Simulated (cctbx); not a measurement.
# Reading a Patterson map

Space group P2_1/c (no. 14), a = 6.6410 Å, b = 13.3360 Å, c = 10.0440 Å, α = 90.00°, β = 107.01°, γ = 90.00°, content Ir4 Br20 Mg4.

Simulated single-crystal data (cctbx): synchrotron X-rays, λ = 0.6889 Å, to d = 0.75 Å, 95 % of the full sphere, strongest reflection 20000 counts, noise from counting, a 1.5 % proportional error and a noise floor of 4 counts (s.d.); no absorption.

Patterson synthesis, origin scaled to 1000:

```text
Patterson group P 1 2/m 1
      u       v       w   height  length (A)
  0.000   0.000   0.000   1000.0     0.00
  0.000   0.000   0.500    485.5     5.02
  0.183   0.500   0.749    330.7     7.36
  0.176   0.500   0.248    268.3     7.09
  0.245   0.154   0.108    203.0     2.65
  0.499   0.351   0.249    188.8     5.86
  0.246   0.157   0.610    177.8     5.11
  0.322   0.128   0.022    136.5     2.70
  0.001   0.077   0.250    128.1     2.71
  0.253   0.500   0.147    127.2     6.93
  0.150   0.389   0.293    113.2     5.91
  0.150   0.379   0.790    109.1     5.67
  0.434   0.347   0.354    109.1     6.03
  0.055   0.340   0.862    108.8     4.79
```

**Question.** Which atom pairs make the peaks, and where is the heaviest atom?

A peak at u stands for all pairs with xi − xj = u, with weight Σ ZiZj against Σ Z² = 48792 at the origin. Peak heights follow these weights only roughly, since form factors, motion and series ripples differ, all vectors within 0.55 Å of a peak are counted as merged into it though the farther ones add only part of their weight, and F(000) is left out, which lowers the whole map:

| u | v | w | shortest length (Å) | height | 1000 ΣZiZj/ΣZ² | pairs in the cell |
| --- | --- | --- | --- | --- | --- | --- |
| 0.000 | 0.000 | 0.500 | 5.02 | 486 | 486 | 4 × Ir–Ir |
| 0.183 | 0.500 | 0.749 | 7.35 | 331 | 444 | 2 × Ir–Ir, 8 × Br–Br |
| 0.176 | 0.500 | 0.248 | 7.09 | 268 | 243 | 2 × Ir–Ir |
| 0.245 | 0.154 | 0.108 | 2.65 | 203 | 221 | 4 × Ir–Br |
| 0.499 | 0.351 | 0.249 | 5.86 | 189 | 221 | 4 × Ir–Br |
| 0.246 | 0.157 | 0.610 | 5.11 | 178 | 288 | 4 × Ir–Br, 2 × Br–Br, 2 × Br–Mg |
| 0.322 | 0.128 | 0.022 | 2.69 | 136 | 238 | 4 × Ir–Br, 2 × Br–Mg |
| 0.001 | 0.077 | 0.250 | 2.71 | 128 | 221 | 4 × Ir–Br |
| 0.253 | 0.500 | 0.147 | 6.93 | 127 | 201 | 8 × Br–Br |
| 0.150 | 0.389 | 0.293 | 5.90 | 113 | 128 | 2 × Ir–Br, 2 × Br–Mg |

The table stops at ten peaks or at a height of 45, below which ripples compete. In the model behind the data Ir, the heaviest element, has 1 independent site: (0.0876, 0.7446, 0.8742), up to an allowed shift of origin; the Ir–Ir vectors are differences of these positions and their symmetry mates. The whole model:

| atom | mult. | x | y | z | Ueq (Å²) |
| --- | --- | --- | --- | --- | --- |
| Ir1 | 4 | 0.0876 | 0.7446 | 0.8742 | 0.0027 |
| Br1 | 4 | 0.1302 | 0.8265 | 0.6220 | 0.0032 |
| Br2 | 4 | 0.2398 | 0.3647 | 0.6642 | 0.0044 |
| Br3 | 4 | 0.1440 | 0.0872 | 0.7380 | 0.0043 |
| Br4 | 4 | 0.3454 | 0.8963 | 0.9800 | 0.0039 |
| Br5 | 4 | 0.4070 | 0.6026 | 0.8643 | 0.0053 |
| Mg1 | 4 | 0.5014 | 0.4987 | 0.7084 | 0.0070 |

The model was made for the exercise: a known structure type with other elements put in, its volume estimated, not relaxed; displacement parameters are assumed.

[Logs are printed without paths, hosts, clocks, repeated set-up lines and the standing remarks that a program may print on its own settings, such as how far it seeks lower states.]
